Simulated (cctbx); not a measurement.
## What is wrong with this refinement?

Cell a = 4.2430 Å, b = 4.4060 Å, c = 24.9360 Å, α = 90.00°, β = 90.00°, γ = 90.00°; space group Immm (no. 71). The compound is Ce2SmSi2Sn2Rh4.

The data are simulated with cctbx, not measured: Mo Kα, λ = 0.71073 Å, to d = 0.84 Å, 95 % of the full sphere, strongest reflection 20000 counts, noise from counting, a 4 % proportional error and a noise floor of 8 counts (s.d.); no absorption.

An anisotropic refinement with weights 1/σ² prints:

```text
Rint 0.039, 276 unique reflections to 0.84 A
cycle     R1     wR2    GooF  max shift (A)
   1  0.0401  0.0932   2.655   0.00306
   2  0.0177  0.0382   1.089   0.00001
final R1 0.0177 wR2 0.0382 GooF 1.089  parameters 23  data/parameter 12.0
atom        x        y        z      Ueq    occ   su(xyz)  su(Uiso or U11)
Sm1    0.00000  0.00000  0.00000   0.0190  1.000  0.00000  0.0004
Ce1    0.00000  0.50000  0.85430   0.0208  1.000  0.00002  0.0004
Sn1    0.50000  0.50000  0.95041   0.0425  1.000  0.00004  0.0006
Rh1    0.50000  0.50000  0.74990   0.0180  1.000  0.00004  0.0004
Rh2    0.00000  0.50000  0.59511   0.0148  1.000  0.00003  0.0004
Na1    0.00000  0.50000  0.69534   0.0276  1.000  0.00018  0.0025
difference map: max 1.32 min -0.80 rms 0.22
Q1    0.0000  0.0000  0.5000    2    1.32  1.24 A from Sn1
Q2    0.0000  0.5000  0.3275    4    1.09  0.57 A from Na1
Q3    0.0000  0.5000  0.4335    4    0.91  0.71 A from Rh2
Q4    0.0000  0.2806  0.5000    4    0.79  1.75 A from Sn1
Q5    0.1002  0.5000  0.2185    8    0.76  1.86 A from Ce1
Q6    0.0000  0.2742  0.3179    8    0.74  1.05 A from Na1
```

**Question.** Can this result stand? If not, what is the likely fault?

Mend it. The fault: wrong element: Na1 is Si. Against the right model at the same level, R1 goes from 0.0154 to 0.0177 and GooF from 0.94 to 1.09 and U of Na1 shrinks from 0.0488 to 0.0276 Å². Na1 has 3 electrons too few and its U shrinks to make up, as expected.

The compound is Ce2SmSi2Sn2Rh4. The right model at the same level gives:

```text
Rint 0.039, 276 unique reflections to 0.84 A
cycle     R1     wR2    GooF  max shift (A)
   1  0.0319  0.0776   2.211   0.00245
   2  0.0154  0.0331   0.944   0.00000
final R1 0.0154 wR2 0.0331 GooF 0.944  parameters 23  data/parameter 12.0
atom        x        y        z      Ueq    occ   su(xyz)  su(Uiso or U11)
Sm1    0.00000  0.00000  0.00000   0.0192  1.000  0.00000  0.0004
Ce1    0.00000  0.50000  0.85431   0.0210  1.000  0.00002  0.0003
Sn1    0.50000  0.50000  0.95039   0.0427  1.000  0.00003  0.0005
Rh1    0.50000  0.50000  0.74991   0.0182  1.000  0.00003  0.0004
Rh2    0.00000  0.50000  0.59510   0.0151  1.000  0.00003  0.0004
Si1    0.00000  0.50000  0.69536   0.0488  1.000  0.00015  0.0022
difference map: max 1.32 min -0.79 rms 0.20
Q1    0.0000  0.0000  0.5000    2    1.32  1.24 A from Sn1
Q2    0.0000  0.5000  0.4361    4    0.80  0.78 A from Rh2
Q3    0.0992  0.5000  0.2187    8    0.78  1.87 A from Ce1
Q4    0.0000  0.2805  0.5000    4    0.76  1.75 A from Sn1
Q5    0.2187  0.3219  0.5000    8    0.73  1.43 A from Sm1
Q6    0.0000  0.2513  0.3192    8    0.70  1.15 A from Si1
```

This is a model crystal, built by substitution and not relaxed, with assumed displacement parameters.

[Middle refinement cycles are left out of these outputs.]

[Logs are printed without paths, hosts, clocks, repeated set-up lines and the standing remarks that a program may print on its own settings, such as how far it seeks lower states.]
